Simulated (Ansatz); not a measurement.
G0W0 rungs for GaP (F-43m).

```cif
data_structure
_symmetry_space_group_name_H-M 'P 1'
_symmetry_Int_Tables_number 1
_cell_length_a 3.8541
_cell_length_b 3.8541
_cell_length_c 3.8541
_cell_angle_alpha 60.000
_cell_angle_beta 60.000
_cell_angle_gamma 60.000
_cell_volume 40.48
loop_
_atom_site_label
_atom_site_type_symbol
_atom_site_fract_x
_atom_site_fract_y
_atom_site_fract_z
_atom_site_occupancy
Ga1 Ga 0.00000 0.00000 0.00000 1
P2 P 0.25000 0.25000 0.25000 1
```

The cell and positions come from the Crystallography Open Database and are kept as given unless a step says otherwise. PAW set soft_2, made with PBE.

Runs so far (Ansatz 0.2.0, start PBE, default PAW files, 6×6×6 mesh). Times are wall times on 1 × NVIDIA H100 80GB HBM3 (shared by 3 runs) with 3 threads of AMD EPYC 7R13 (Zen 3), shared host, good to a factor of about two.

| bands summed | cutoff (eV) | gap on the mesh (eV) | time |
| --- | --- | --- | --- |
| 51 | 60 | 1.954 | 9.7 s |
| 129 | 120 | 2.119 | 7.8 s |

What should the next rung give, with 268 bands and screening to 200 eV, and where is the limit?

The error falls about as one over the bands when the cutoff rises with them. A line through the two highest rungs given predicts 2.175 eV; the run gave 2.187 eV, close to it. The two highest rungs put the limit near 2.250 eV, the pair below near 2.226 eV; their difference is a rough measure of what is unsettled in bands and cutoff; the mesh is a separate error.

Gaps are over the mesh's points; an edge off the mesh would be missed. Limits: not at the basis limit; no spin-orbit coupling.

[Paths, hosts, dates, memory and timing lines, banners, echoed tables and standing remarks are left out of the program output.]

[Logs are printed without paths, hosts, clocks, repeated set-up lines and the standing remarks that a program may print on its own settings, such as how far it seeks lower states.]

[Runs of the session that timed out or met a known fault of the program may be left out.]

[Cells called generated may have been cut or substituted from an entry of the Crystallography Open Database or the Materials Project.]

[Hosts, paths, dates, database ids (printed as entryN), source tags and the programs' standing remarks are cut or masked in the printed files.]
